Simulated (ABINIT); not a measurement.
## A GW chain in ABINIT: CsCu2I3 (Cmcm)

How does a plane-wave GW calculation on CsCu2I3 (Cmcm) run from the first input to the gap?

Method: LDA and many-body steps on it, plane waves, in ABINIT 10.8.3.

In doubt: a PseudoDojo file used here is known to give poor structures and forces, which bears on pressures, cells, forces and phonons.

## 1. Set-up

It takes space group Cmcm (No. 63, orthorhombic). Conventional cell: a = 10.548 Å, b = 13.172 Å, c = 6.097 Å, α = 90.00°, β = 90.00°, γ = 90.00°. Nearest to Cs lie 10 I at 3.88 to 4.47 Å. Nearest to Cu lie 4 I at 2.60 to 2.70 Å. Nearest to I lie 4 Cu at 2.70 Å and 2 Cs at 4.09 Å. Nearest to I lie 2 Cu at 2.60 Å and 4 Cs at 3.88 to 4.47 Å. Farther neighbours and most contacts between anions are not listed.

As a file:

```cif
data_structure
_symmetry_space_group_name_H-M 'Cmcm'
_symmetry_Int_Tables_number 63
_cell_length_a 10.5479
_cell_length_b 13.1725
_cell_length_c 6.0972
_cell_angle_alpha 90.000
_cell_angle_beta 90.000
_cell_angle_gamma 90.000
_cell_volume 847.16
loop_
_atom_site_label
_atom_site_type_symbol
_atom_site_symmetry_multiplicity
_atom_site_Wyckoff_symbol
_atom_site_fract_x
_atom_site_fract_y
_atom_site_fract_z
_atom_site_occupancy
Cs1 Cs 4 c 0.50000 0.17220 0.25000 1
Cu1 Cu 8 e 0.85100 0.00000 0.00000 1
I1 I 4 c 0.50000 0.62040 0.25000 1
I2 I 8 g 0.71700 0.88100 0.25000 1
```

The cell and positions come from the Crystallography Open Database and are kept as given unless a step says otherwise. Spin-orbit coupling is left out unless a step names it.

## 2. Ground state

This step: ABINIT 10.8.3; DFT, LDA, plane waves, norm-conserving pseudopotentials.

The ground-state density comes first.

The input, run.abi:

```
acell 3*1.0 Angstrom
rprim 
  5.273950000000 -6.586250000000 0.000000000000
  5.273950000000 6.586250000000 0.000000000000
  0.000000000000 0.000000000000 6.097180000000
ntypat 3
znucl 55 29 53
natom 12
typat 1 1 2 2 2 2 3 3 3 3 3 3
xred 
  0.327800000000 0.672200000000 0.250000000000
  0.672200000000 0.327800000000 0.750000000000
  0.851000000000 0.851000000000 0.000000000000
  0.149000000000 0.149000000000 0.500000000000
  0.149000000000 0.149000000000 0.000000000000
  0.851000000000 0.851000000000 0.500000000000
  0.879600000000 0.120400000000 0.250000000000
  0.120400000000 0.879600000000 0.750000000000
  0.836000000000 0.598000000000 0.250000000000
  0.164000000000 0.402000000000 0.750000000000
  0.598000000000 0.836000000000 0.750000000000
  0.402000000000 0.164000000000 0.250000000000
pp_dirpath "pseudos"
pseudos "Cs.upf, Cu.upf, I.upf"
ecut 38
ngkpt 4 4 4
nshiftk 1
shiftk 0 0 0
kptopt 1
chksymbreak 0
nband 78
occopt 1
tolvrs 1e-10
nstep 60
prtwf 0
optforces 0
optstress 0
indata_prefix "in"
outdata_prefix "out"
tmpdata_prefix "tmp"
```

Launch:

```console
$ OMP_NUM_THREADS=1 mpirun -n 32 abinit run.abi > log
```

Numbers of over 12 decimals in the logs are rounded to 6 here.

Log:

```text
.Version 10.8.3 of ABINIT. v10.8.2 released Aug 2026.

 Symmetries : space group Cm c m (# 63); Bravais oC (1-face-center ortho.)
================================================================================
 Values of the parameters that define the memory need of the present run
     intxc =       0    ionmov =       0      iscf =       7    lmnmax =       8
     lnmax =       8     mgfft =      90  mpssoang =       4    mqgrid =    4318
     natom =      12  nloc_mem =       1    nspden =       1   nspinor =       1
    nsppol =       1      nsym =       8    n1xccc =    2501    ntypat =       3
    occopt =       1   xclevel =       1
-    mband =          78        mffmem =           1         mkmem =           1
       mpw =       32016          nfft =      518400          nkpt =          21
================================================================================
  Rough estimation (10% accuracy) of disk space for files :
================================================================================

--------------------------------------------------------------------------------
------------- Echo of variables that govern the present computation ------------
--------------------------------------------------------------------------------
 -outvars: echo values of preprocessed input variables --------
            acell      1.8897261259E+00  1.8897261259E+00  1.8897261259E+00 Bohr

      chksymbreak           0
             ecut      3.80000000E+01 Hartree
-          fftalg         312

              ixc       -1012
              kpt      0.00000000E+00  0.00000000E+00  0.00000000E+00
                       2.50000000E-01  0.00000000E+00  0.00000000E+00
                       5.00000000E-01  0.00000000E+00  0.00000000E+00
                       2.50000000E-01  2.50000000E-01  0.00000000E+00
                       5.00000000E-01  2.50000000E-01  0.00000000E+00
                      -2.50000000E-01  2.50000000E-01  0.00000000E+00
                       5.00000000E-01  5.00000000E-01  0.00000000E+00
                       0.00000000E+00  0.00000000E+00  2.50000000E-01
                       2.50000000E-01  0.00000000E+00  2.50000000E-01
   [... 10 further rows ...]
                      -2.50000000E-01  2.50000000E-01  5.00000000E-01
                       5.00000000E-01  5.00000000E-01  5.00000000E-01
         kptrlatt        4    0    0      0    4    0      0    0    4
          kptrlen      4.60880014E+01
P           mkmem           1
            natom          12
            nband          78
            ngfft          90      90      64
             nkpt          21
            nstep          60
             nsym           8
           ntypat           3
              occ      2.000000  2.000000  2.000000  2.000000  2.000000  2.000000
                       2.000000  2.000000  2.000000  2.000000  2.000000  2.000000
                       2.000000  2.000000  2.000000  2.000000  2.000000  2.000000
                       2.000000  2.000000  2.000000  2.000000  2.000000  2.000000
                       2.000000  2.000000  2.000000  2.000000  2.000000  2.000000
                       2.000000  2.000000  2.000000  2.000000  2.000000  2.000000
                       2.000000  2.000000  2.000000  2.000000  2.000000  2.000000
                       2.000000  2.000000  2.000000  2.000000  2.000000  2.000000
                       2.000000  2.000000  2.000000  2.000000  2.000000  2.000000
                       2.000000  2.000000  2.000000  2.000000  2.000000  2.000000
                       2.000000  2.000000  2.000000  2.000000  2.000000  2.000000
                       2.000000  2.000000  0.000000  0.000000  0.000000  0.000000
                       0.000000  0.000000  0.000000  0.000000  0.000000  0.000000
        optforces           0
        optstress           0
            prtwf           0
            rprim      5.2739500000E+00 -6.5862500000E+00  0.0000000000E+00
[...]
spgroup          63

           tolvrs      1.00000000E-10

             xred      3.2780000000E-01  6.7220000000E-01  2.5000000000E-01
[...]
znucl       55.00000   29.00000   53.00000

================================================================================

 chkinp: Checking input parameters for consistency.

================================================================================
== DATASET  1 ==================================================================
-   mpi_nproc: 32, omp_nthreads: 1 (-1 if OMP is not activated)
-    --> not optimal distribution: autoparal keyword recommended in input file <--

--- !DatasetInfo
iteration_state: {dtset: 1, }
dimensions: {natom: 12, nkpt: 21, mband: 78, nsppol: 1, nspinor: 1, nspden: 1, mpw: 32016, }
cutoff_energies: {ecut:  38.0, pawecutdg:  -1.0, }
electrons: {nelect:   1.36000000E+02, charge:   0.00000000E+00, occopt:   1.00000000E+00, tsmear:   1.00000000E-02, }

 Real(R)+Recip(G) space primitive vectors, cartesian coordinates (Bohr,Bohr^-1):
 R(1)=  9.9663211-12.4462087  0.0000000  G(1)=  0.0501690 -0.0401729  0.0000000
 R(2)=  9.9663211 12.4462087  0.0000000  G(2)=  0.0501690  0.0401729  0.0000000
 R(3)=  0.0000000  0.0000000 11.5220003  G(3)=  0.0000000  0.0000000  0.0867905
 Unit cell volume ucvol=  2.8584450E+03 bohr^3
[...]
tolerances: {tolvrs: 1.00E-10, }

     iter   Etot(hartree)      deltaE(h)  residm     vres2
 ETOT  1  -778.98635879209    -7.790E+02 8.160E-02 9.600E+05
 ETOT  2  -765.01396774086     1.397E+01 3.947E-01 1.452E+06
 ETOT  3  -862.32079284723    -9.731E+01 1.665E-01 2.365E+05
 ETOT  4  -877.28349889508    -1.496E+01 4.382E-02 7.354E+04
 ETOT  5  -879.55171019604    -2.268E+00 6.893E-02 4.902E+04
 ETOT  6  -881.05884221065    -1.507E+00 1.502E-02 2.785E+04
 ETOT  7  -881.95624957718    -8.974E-01 7.564E-03 1.615E+04
 ETOT  8  -882.17957748093    -2.233E-01 5.307E-03 1.175E+04
 ETOT  9  -882.35039214969    -1.708E-01 1.571E-03 9.572E+03
 ETOT 10  -883.01996421095    -6.696E-01 1.693E-02 8.571E+01
[...]
ETOT 20  -883.04699062521    -3.864E-10 7.267E-04 9.643E-08
 ETOT 21  -883.04699062515     6.253E-11 1.671E-03 2.480E-08
 ETOT 22  -883.04699062510     4.491E-11 7.026E-04 1.315E-09
 ETOT 23  -883.04699062517    -6.310E-11 7.313E-04 1.048E-10
 ETOT 24  -883.04699062513     3.376E-11 1.144E-04 7.078E-12

 At SCF step   24       vres2   =  7.08E-12 < tolvrs=  1.00E-10 =>converged.

--- !ResultsGS
iteration_state: {dtset: 1, }
comment   : Summary of ground state results
lattice_vectors:
- [  9.9663211, -12.4462087,   0.0000000, ]
- [  9.9663211,  12.4462087,   0.0000000, ]
- [  0.0000000,   0.0000000,  11.5220003, ]
lattice_lengths: [  15.94477,   15.94477,   11.52200, ]
lattice_angles: [ 90.000,  90.000, 102.628, ] # degrees, (23, 13, 12)
lattice_volume:   2.8584450E+03
convergence: {deltae:  3.376E-11, res2:  7.078E-12, residm:  1.144E-04, diffor:  0.000E+00, }
etotal    :  -8.83046991E+02
entropy   :   0.00000000E+00
fermie    :   1.02277774E-01
cartesian_stress_tensor: null
pressure_GPa: null
xred      :
- [  3.2780E-01,   6.7220E-01,   2.5000E-01, Cs]
- [  6.7220E-01,   3.2780E-01,   7.5000E-01, Cs]
- [  8.5100E-01,   8.5100E-01,   0.0000E+00, Cu]
- [  1.4900E-01,   1.4900E-01,   5.0000E-01, Cu]
- [  1.4900E-01,   1.4900E-01,   0.0000E+00, Cu]
- [  8.5100E-01,   8.5100E-01,   5.0000E-01, Cu]
- [  8.7960E-01,   1.2040E-01,   2.5000E-01,  I]
- [  1.2040E-01,   8.7960E-01,   7.5000E-01,  I]
- [  8.3600E-01,   5.9800E-01,   2.5000E-01,  I]
- [  1.6400E-01,   4.0200E-01,   7.5000E-01,  I]
- [  5.9800E-01,   8.3600E-01,   7.5000E-01,  I]
- [  4.0200E-01,   1.6400E-01,   2.5000E-01,  I]
cartesian_forces: null
force_length_stats: {min: null, max: null, mean: null, }

 Integrated electronic density in atomic spheres:
 ------------------------------------------------
 Atom  Sphere_radius  Integrated_density
[...]
================================================================================

 ----iterations are completed or convergence reached----

 Mean square residual over all n,k,spin=   25.597E-08; max=  11.439E-05
 reduced coordinates (array xred) for   12 atoms
[...]
0.120400000000      0.879600000000      0.750000000000
       0.836000000000      0.598000000000      0.250000000000
       0.164000000000      0.402000000000      0.750000000000
       0.598000000000      0.836000000000      0.750000000000
       0.402000000000      0.164000000000      0.250000000000
 rms dE/dt=  0.0000E+00; max dE/dt=  0.0000E+00; dE/dt below (all hartree)
    1       0.000000000000      0.000000000000      0.000000000000
    2       0.000000000000      0.000000000000      0.000000000000
    3       0.000000000000      0.000000000000      0.000000000000
    4       0.000000000000      0.000000000000      0.000000000000
    5       0.000000000000      0.000000000000      0.000000000000
    6       0.000000000000      0.000000000000      0.000000000000
    7       0.000000000000      0.000000000000      0.000000000000
    8       0.000000000000      0.000000000000      0.000000000000
    9       0.000000000000      0.000000000000      0.000000000000
   10       0.000000000000      0.000000000000      0.000000000000
[...]
cartesian coordinates (angstrom) at end:
[...]
8      5.273950     5.000281     4.572885
    9      7.562844    -1.567527     1.524295
   10      2.985056     1.567527     4.572885
   11      7.562844     1.567527     4.572885
   12      2.985056    -1.567527     1.524295
 length scales=  1.889726125908  1.889726125908  1.889726125908 bohr
              =  1.000000000000  1.000000000000  1.000000000000 angstroms
 prteigrs : about to open file out_EIG
 Fermi (or HOMO) energy (hartree) =   0.10228   Average Vxc (hartree)=  -0.32231
 Eigenvalues (hartree) for nkpt=  21  k points:
 kpt#   1, nband= 78, wtk=  0.01563, kpt=  0.0000  0.0000  0.0000 (reduced coord)
  -3.95553   -3.95553   -3.95552   -3.95552   -2.40688   -2.40687   -2.40661   -2.40660
  -2.40633   -2.40630   -2.40627   -2.40626   -2.40625   -2.40625   -2.40623   -2.40623
  -0.69230   -0.69217   -0.38981   -0.37646   -0.36353   -0.36107   -0.35861   -0.35701
  -0.20864   -0.20783   -0.20696   -0.20562   -0.20476   -0.20448   -0.08576   -0.07939
  -0.06904   -0.04413   -0.03537   -0.02609   -0.02530   -0.01588   -0.01318   -0.00953
  -0.00940   -0.00753   -0.00617   -0.00013    0.00037    0.00665    0.02196    0.02413
   0.02937    0.03645    0.04113    0.04630    0.04803    0.04931    0.05315    0.05316
   0.05512    0.05751    0.06093    0.06790    0.07042    0.07073    0.07200    0.07523
   0.07763    0.09455    0.09536    0.10228    0.16662    0.20827    0.21113    0.21143
   0.21746    0.21879    0.22579    0.23490    0.24811    0.27008
 prteigrs : prtvol=0 or 1, do not print more k-points.

--- !EnergyTerms
iteration_state     : {dtset: 1, }
comment             : Components of total free energy in Hartree
kinetic             :  3.78363835016099E+02
hartree             :  4.98979388744072E+02
xc                  : -1.29844073467135E+02
Ewald energy        : -2.92500950289781E+02
psp_core            :  1.11109159500902E+01
local_psp           : -1.23280490437717E+03
non_local_psp       : -1.16351202201311E+02
total_energy        : -8.83046990625134E+02
total_energy_eV     : -2.40289327352517E+04
band_energy         : -9.73475174438538E+01

== END DATASET(S) ==============================================================
================================================================================

 -outvars: echo values of variables after computation  --------
           etotal     -8.8304699063E+02
            nband          78
             nkpt          21
          spgroup          63
 [... the other variables as echoed above ...]

 Calculation completed.
```

Elapsed: 16 min, on 32 MPI ranks of AMD EPYC 7R43, shared host; peak memory 7.2 GiB.

Numbers from this step:

```yaml
total_energy: -24028.9327 eV
gap: 1.751 eV
k_of_the_valence_top: 0, 0, 0
k_of_the_conduction_bottom: 0, 0, 0
least_direct_gap: 1.751 eV
```

The gap is direct, at Γ.

[end of part 1 of 3]

[Paths, hosts, dates, memory and timing lines, banners, echoed tables and standing remarks are left out of the program output.]

[Logs are printed without paths, hosts, clocks, repeated set-up lines and the standing remarks that a program may print on its own settings, such as how far it seeks lower states.]

[Runs of the session that timed out or met a known fault of the program may be left out.]

[Hosts, paths, dates, database ids (printed as entryN), source tags and the programs' standing remarks are cut or masked in the printed files.]

[G0W0 gaps are taken among the corrected bands and points alone; a level outside them can change the order at an edge.]

[Where Ansatz stands beside ABINIT at settings called matched, ABINIT's density can come from a denser mesh and the files from another edition; pairs whose starting gaps differed by over 0.03 eV were left out, so agreement reads better than it is.]
